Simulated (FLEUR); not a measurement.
## MnS (Browneite): which magnetic order is lowest

Aim: find out whether MnS (Browneite) carries moments, and which collinear order costs least.

Calculated with FLEUR MaX-R8.1; PBEsol; all-electron FLAPW, Dirac cores, scalar-relativistic bands.

### 1. The structure

It takes space group F-43m (No. 216, cubic). The conventional cell has a = 5.600 Å, b = 5.600 Å, c = 5.600 Å, α = 90.00°, β = 90.00°, γ = 90.00°. Nearest to Mn lie 4 S at 2.42 Å. Nearest to S lie 4 Mn at 2.42 Å. Farther neighbours and most contacts between anions are not listed.

### 2. Start 1: ferro +

The parallel start comes first: it shows whether parallel moments hold.

inpgen writes inp.xml from crystal.txt; cutoffs, mixing, functional, smearing and local orbitals are then set in the file. The k list default-1 (kpts.xml, not shown) is a Γ-centred 6×6×6 mesh; where the ranks do not divide the number of points, some are split in two of half the weight.

inp.xml reads:

```
<?xml version="1.0" encoding="UTF-8" standalone="no"?>
<fleurInput fleurInputVersion="0.39">
   <comment>
      MnS
   </comment>
   <calculationSetup>
      <cutoffs Kmax="4.26" Gmax="12.8" GmaxXC="12.8" numbands="0"/>
      <scfLoop itmax="130" minDistance="0.00002" maxIterBroyd="15" imix="Anderson" alpha="0.05" precondParam="0.0" spinf="2.0" sdNocoIR="T"/>
      <coreElectrons ctail="T" frcor="F" kcrel="0" coretail_lmax="0"/>
      <xcFunctional name="PBEs" relativisticCorrections="F"/>
      <magnetism jspins="2"/>
      <soc l_soc="F" theta="0.0" phi="0.0" spav="F"/>
      <expertModes spex="0" secvar="F"/>
      <geometryOptimization l_f="F" forcealpha="1.0" forcemix="BFGS" epsdisp="0.00001" epsforce="0.00001"/>
      <ldaU l_linMix="F" mixParam="0.05" spinf="1.0"/>
   </calculationSetup>
   <cell>
      <bzIntegration valenceElectrons="21.0" mode="hist" fermiSmearingEnergy="0.00293995">
         <kPointListSelection listName="default-1"/>
         <xi:include xmlns:xi="http://www.w3.org/2001/XInclude" href="kpts.xml"> </xi:include>
      </bzIntegration>
      <xi:include xmlns:xi="http://www.w3.org/2001/XInclude" href="sym.xml"> </xi:include>
      <bulkLattice scale="1.0">
         <bravaisMatrix>
            <row-1>    0.0000000000000000     5.2912331488799991     5.2912331488799991</row-1>
            <row-2>    5.2912331488799991     0.0000000000000000     5.2912331488799991</row-2>
            <row-3>    5.2912331488799991     5.2912331488799991     0.0000000000000000</row-3>
         </bravaisMatrix>
      </bulkLattice>
   </cell>
   <atomSpecies>
      <species name="Manganese 4.500" element="Mn" atomicNumber="25">
         <mtSphere radius="2.7" gridPoints="893" logIncrement="0.014"/>
         <atomicCutoffs lmax="10" lnonsphr="8"/>
         <electronConfig flipSpins="F">
            <coreConfig>(1s1/2) (2s1/2) (2p1/2) (2p3/2)</coreConfig>
            <valenceConfig>(3s1/2) (3p1/2) (3p3/2) (4s1/2) (3d3/2) (3d5/2)</valenceConfig>
            <stateOccupation state="(3d3/2)" spinUp="1.75" spinDown="0.25"/>
            <stateOccupation state="(3d5/2)" spinUp="3.0" spinDown="0.0"/>
         </electronConfig>
         <energyParameters s="4" p="4" d="3" f="4"/>
         <lo type="SCLO" l="0" n="3" eDeriv="0"/>
         <lo type="SCLO" l="1" n="3" eDeriv="0"/>
      </species>
      <species name="Sulfur (S)" element="S" atomicNumber="16">
         <mtSphere radius="1.76" gridPoints="583" logIncrement="0.02"/>
         <atomicCutoffs lmax="6" lnonsphr="4"/>
         <electronConfig flipSpins="F">
            <coreConfig>(1s1/2) (2s1/2) (2p1/2) (2p3/2)</coreConfig>
            <valenceConfig>(3s1/2) (3p1/2) (3p3/2)</valenceConfig>
            <stateOccupation state="(3p1/2)" spinUp="0.666667" spinDown="0.666667"/>
            <stateOccupation state="(3p3/2)" spinUp="1.333333" spinDown="1.333333"/>
         </electronConfig>
         <energyParameters s="3" p="3" d="3" f="4"/>
      </species>
   </atomSpecies>
   <atomGroups>
      <atomGroup species="Manganese 4.500">
         <relPos label="                   1">.0000000000 .0000000000 .0000000000</relPos>
         <force calculate="T" relaxXYZ="TTT"/>
      </atomGroup>
      <atomGroup species="Sulfur (S)">
         <relPos label="                   2">1.000/4.000 1.000/4.000 1.000/4.000</relPos>
         <force calculate="T" relaxXYZ="TTT"/>
      </atomGroup>
   </atomGroups>
   <output dos="F" band="F" slice="F">
      <bandDOS minEnergy="-.5*Htr" maxEnergy="0.5*Htr" sigma="0.015" storeEVData="T"/>
      <plotting iplot="0" polar="F">
         <plot TwoD="T" vec1="  1.0  0.0  0.0" vec2="  0.0  1.0  0.0" vec3="  0.0  0.0  1.0" zero="  0.0  0.0  0.0" file="plot"/>
      </plotting>
      <moessbauerParams electricFieldGradient="F" isomerShift="F" coreHyperfine="F" valenceHyperfine="F"/>
   </output>
</fleurInput>
```

crystal.txt reads:

```
MnS
&input film=F cartesian=F /
0.00000000000  2.80000000000  2.80000000000
2.80000000000  0.00000000000  2.80000000000
2.80000000000  2.80000000000  0.00000000000
1.8897261246
1.0 1.0 1.0

2
25 0.00000000000  0.00000000000  0.00000000000 : 4.500
16 0.25000000000  0.25000000000  0.25000000000

&kpt div1=6 div2=6 div3=6 gamma=T /
```

Run with:

```sh
OMP_NUM_THREADS=1 inpgen -f crystal.txt > inpgen.log  # inp.xml is then edited as shown
OMP_NUM_THREADS=1 mpirun -n 4 fleur_MPI > fleur.log
```

The program printed:

```text
Welcome to FLEUR        (www.flapw.de)
      MaX-Release 8.1          (www.max-centre.eu)

 ========== k-point set info ==========
 Selected k-point list: default-1
 k-point list type: mesh
 6 x 6 x 6
 Number of k points: 16

 ------------Calculation Setup---------------------------
 Number of MPI-tasks      :            4
 Number of PE/node        :            4
 Number of OMP-threads    :            1
 k-points in parallel     :            4
 pe's per k-point         :            1
 No of k-point loops      :            4
 Eigenvalue solver        :       lapack
 Number of basis functions:          409
 Approximate size of matrices (H+S) per k-point:         0.005 GB
 --------------------------------------------------------
 Iteration:     1   Distance:       8.81417155 me/bohr^3
 Iteration:     2   Distance:       8.07945777 me/bohr^3
 Iteration:     3   Distance:       4.76512739 me/bohr^3
 Iteration:     4   Distance:       3.98703582 me/bohr^3
 Iteration:     5   Distance:       2.07571433 me/bohr^3
 Iteration:     6   Distance:       0.68024070 me/bohr^3
 Iteration:     7   Distance:       0.36428950 me/bohr^3
 Iteration:     8   Distance:       0.09771437 me/bohr^3
 Iteration:     9   Distance:       0.05576115 me/bohr^3
 Iteration:    10   Distance:       0.00867307 me/bohr^3
 Iteration:    11   Distance:       0.00857189 me/bohr^3
 Iteration:    12   Distance:       0.00342699 me/bohr^3
 Iteration:    13   Distance:       0.00376403 me/bohr^3
 Iteration:    14   Distance:       0.00121836 me/bohr^3
 Iteration:    15   Distance:       0.00081988 me/bohr^3
 Iteration:    16   Distance:       0.00077957 me/bohr^3
 Iteration:    17   Distance:       0.00050723 me/bohr^3
 Iteration:    18   Distance:       0.00011769 me/bohr^3
 Iteration:    19   Distance:       0.00005381 me/bohr^3
 Iteration:    20   Distance:       0.00000829 me/bohr^3

 ********************************************************************
 Run finished successfully
 Stop message:
   all done
 ********************************************************************

--- out.xml (last complete iteration) ---
<iteration numberForCurrentRun="   20" overallNumber="   20">
         <energyParameters units="Htr">
            <atomicEP atomType="1" spin="1" branch="4s" branchLowest="-2.82" branchHighest="1.00" value="0.0543153230"/>
            <atomicEP atomType="1" spin="1" branch="4p" branchLowest="-1.67" branchHighest="1.46" value="0.1929085609"/>
            <atomicEP atomType="1" spin="1" branch="3d" branchLowest="-9.99" branchHighest="0.14" value="0.0658259715"/>
            <atomicEP atomType="1" spin="1" branch="4f" branchLowest="-9.99" branchHighest="2.47" value="0.5093939079"/>
            <loAtomicEP atomType="1" spin="1" branch="3s" branchLowest="-26.92" branchHighest="-2.82" value="-2.8183041227"/>
            <loAtomicEP atomType="1" spin="1" branch="3p" branchLowest="-22.74" branchHighest="-1.67" value="-1.6746519401"/>
            <atomicEP atomType="2" spin="1" branch="3s" branchLowest="-7.37" branchHighest="1.24" value="-0.4542751610"/>
            <atomicEP atomType="2" spin="1" branch="3p" branchLowest="-5.34" branchHighest="1.83" value="-0.2166602351"/>
            <atomicEP atomType="2" spin="1" branch="3d" branchLowest="-9.99" branchHighest="2.34" value="-0.0060676707"/>
            <atomicEP atomType="2" spin="1" branch="4f" branchLowest="-9.99" branchHighest="5.66" value="0.1589834919"/>
            <atomicEP atomType="1" spin="2" branch="4s" branchLowest="-2.65" branchHighest="1.12" value="0.1040303943"/>
            <atomicEP atomType="1" spin="2" branch="4p" branchLowest="-1.50" branchHighest="1.58" value="0.2322798139"/>
            <atomicEP atomType="1" spin="2" branch="3d" branchLowest="-9.99" branchHighest="0.30" value="0.2037895130"/>
            <atomicEP atomType="1" spin="2" branch="4f" branchLowest="-9.99" branchHighest="2.59" value="0.5399967123"/>
            <loAtomicEP atomType="1" spin="2" branch="3s" branchLowest="-26.85" branchHighest="-2.65" value="-2.6510218638"/>
            <loAtomicEP atomType="1" spin="2" branch="3p" branchLowest="-22.69" branchHighest="-1.50" value="-1.5101403263"/>
            <atomicEP atomType="2" spin="2" branch="3s" branchLowest="-7.36" branchHighest="1.25" value="-0.4488735021"/>
            <atomicEP atomType="2" spin="2" branch="3p" branchLowest="-5.34" branchHighest="1.84" value="-0.2114534797"/>
            <atomicEP atomType="2" spin="2" branch="3d" branchLowest="-9.99" branchHighest="2.34" value="-0.0009669938"/>
            <atomicEP atomType="2" spin="2" branch="4f" branchLowest="-9.99" branchHighest="5.67" value="0.1640755060"/>
         </energyParameters>
         <bandgap value="0.0000000000" units="eV"/>
         <sumValenceSingleParticleEnergies value="-14.9875658891" units="Htr"/>
         <FermiEnergy value="0.1810575743" units="Htr"/>
         <valenceDensity>
            <mtCharges spin="1">
               <mtCharge atomType="1" total="9.3691775" s="1.2578577" p="3.3099191" d="4.7571290" f="0.0313262"/>
               <mtCharge atomType="2" total="1.5679605" s="0.5568802" p="0.9906611" d="0.0189564" f="0.0012412"/>
            </mtCharges>
            <mtCharges spin="2">
               <mtCharge atomType="1" total="4.9134617" s="1.1858024" p="3.2058897" d="0.4802895" f="0.0290165"/>
               <mtCharge atomType="2" total="1.4912676" s="0.5475474" p="0.9398710" d="0.0036664" f="0.0001228"/>
            </mtCharges>
            <spinDependentCharge spin="1" total="12.9154565" interstitial="1.9783185" mtSpheres="10.9371379"/>
            <spinDependentCharge spin="2" total="8.0845435" interstitial="1.6798143" mtSpheres="6.4047293"/>
            <totalCharge value="21.0000000000"/>
         </valenceDensity>
         <coreStates atomType="     1" atomicNumber=" 25" spin="1" kinEnergy="    525.9712375448" eigValSum="   -330.7223397653" lostElectrons=" 0.000000">
            <state n="1" l="0" j="0.5" energy="-235.5686443151" weight="1.0000000000"/>
            <state n="2" l="0" j="0.5" energy="-26.9173864204" weight="1.0000000000"/>
            <state n="2" l="1" j="0.5" energy="-23.0001178651" weight="1.0000000000"/>
            <state n="2" l="1" j="1.5" energy="-22.6180955823" weight="2.0000000000"/>
         </coreStates>
         <coreStates atomType="     1" atomicNumber=" 25" spin="2" kinEnergy="    526.7103888180" eigValSum="   -330.4894963802" lostElectrons=" 0.000000">
            <state n="1" l="0" j="0.5" energy="-235.5685238013" weight="1.0000000000"/>
            <state n="2" l="0" j="0.5" energy="-26.8467298018" weight="1.0000000000"/>
            <state n="2" l="1" j="0.5" energy="-22.9470574586" weight="1.0000000000"/>
            <state n="2" l="1" j="1.5" energy="-22.5635926592" weight="2.0000000000"/>
         </coreStates>
         <coreStates atomType="     2" atomicNumber=" 16" spin="1" kinEnergy="    193.4205237378" eigValSum="   -111.2693307955" lostElectrons=" 0.000650">
            <state n="1" l="0" j="0.5" energy="-87.8551511659" weight="1.0000000000"/>
            <state n="2" l="0" j="0.5" energy="-7.3677325934" weight="1.0000000000"/>
            <state n="2" l="1" j="0.5" energy="-5.3796644868" weight="1.0000000000"/>
            <state n="2" l="1" j="1.5" energy="-5.3333912747" weight="2.0000000000"/>
         </coreStates>
         <coreStates atomType="     2" atomicNumber=" 16" spin="2" kinEnergy="    193.4232609381" eigValSum="   -111.2645019439" lostElectrons=" 0.000648">
            <state n="1" l="0" j="0.5" energy="-87.8544052957" weight="1.0000000000"/>
            <state n="2" l="0" j="0.5" energy="-7.3668727196" weight="1.0000000000"/>
            <state n="2" l="1" j="0.5" energy="-5.3785903342" weight="1.0000000000"/>
            <state n="2" l="1" j="1.5" energy="-5.3323167972" weight="2.0000000000"/>
         </coreStates>
         <allElectronCharges>
            <spinDependentCharge spin="1" total="22.9154564" interstitial="1.9789467" mtSpheres="20.9365098"/>
            <spinDependentCharge spin="2" total="18.0845435" interstitial="1.6804403" mtSpheres="16.4041032"/>
            <totalCharge value="40.9999999932"/>
         </allElectronCharges>
         <magneticMomentsInMTSpheres units="muBohr">
            <globalMagMoment atomType="1" vec="0.00000   0.00000   4.45572"/>
            <localMagMoment atomType="1" vec="0.00000   0.00000   4.45572"/>
            <globalMagMoment atomType="2" vec="0.00000   0.00000   0.07669"/>
            <localMagMoment atomType="2" vec="0.00000   0.00000   0.07669"/>
         </magneticMomentsInMTSpheres>
         <moessbauerParams unitsHFF="kG" unitsIS="e/bohr^3" unitsEFG="Htr/bohr^2">
         </moessbauerParams>
         <totalEnergy value="    -1556.1426342333" units="Htr">
            <sumOfEigenvalues value="     -898.7332347740">
               <coreElectrons value="-883.7456688850"/>
               <valenceElectrons value="-14.9875658891"/>
            </sumOfEigenvalues>
            <densityCoulombPotentialIntegral value="-2371.2130709441"/>
            <densityEffectivePotentialIntegral value="-2470.9204415519"/>
            <chargeDenXCDenIntegral value="-76.2201021878"/>
            <FockExchangeEnergyValence value="0.0000000000"/>
            <FockExchangeEnergyCore value="0.0000000000"/>
            <atomTypeDependentContributions atomType="1">
               <electronNucleiInteractionDifferentMTs value="1382.2278445982"/>
               <MadelungTerm value="-5.6906830592"/>
            </atomTypeDependentContributions>
            <atomTypeDependentContributions atomType="2">
               <electronNucleiInteractionDifferentMTs value="466.0452774472"/>
               <MadelungTerm value="-12.5393982467"/>
            </atomTypeDependentContributions>
            <tkbTimesEntropy value="0.0007638071"/>
            <freeEnergy value="-1556.1433980404"/>
            <extrapolationTo0K value="-1556.1430161368"/>
         </totalEnergy>
         <densityConvergence units="me/bohr^3">
            <chargeDensity spin="1" distance="0.0000035537"/>
            <chargeDensity spin="2" distance="0.0000063036"/>
            <overallChargeDensity distance="0.0000059996"/>
            <spinDensity distance="0.0000082905"/>
         </densityConvergence>
      </iteration>
```

It took 50 s on 4 MPI ranks of Intel Xeon at 2.50GHz (Skylake/Cascade Lake), shared host; peak memory 0.27 GiB; 3.3 min of CPU time.

This step gave:

- free energy: -42344.8191 eV
- program's band gap on this mesh (in a metal only a level spacing): 0 eV
- magnetization: 4.831 μB
- final state: ferromagnetic
- largest moment: 4.456 μB

After 20 cycles the largest moment stands at 4.46 μB.

(Continued in part 2 of 3.)

[Logs and program files are shortened in this print: banners, set-up blocks, solver, clock and traceback lines can be left out without a mark of their own.]

[Logs are printed without paths, hosts, clocks, repeated set-up lines and the standing remarks that a program may print on its own settings, such as how far it seeks lower states.]

[Hosts, paths, dates, database ids (printed as entryN), source tags and the programs' standing remarks are cut or masked in the printed files.]

[Where a cell is said to come from a database of computed structures, the database is the Materials Project.]
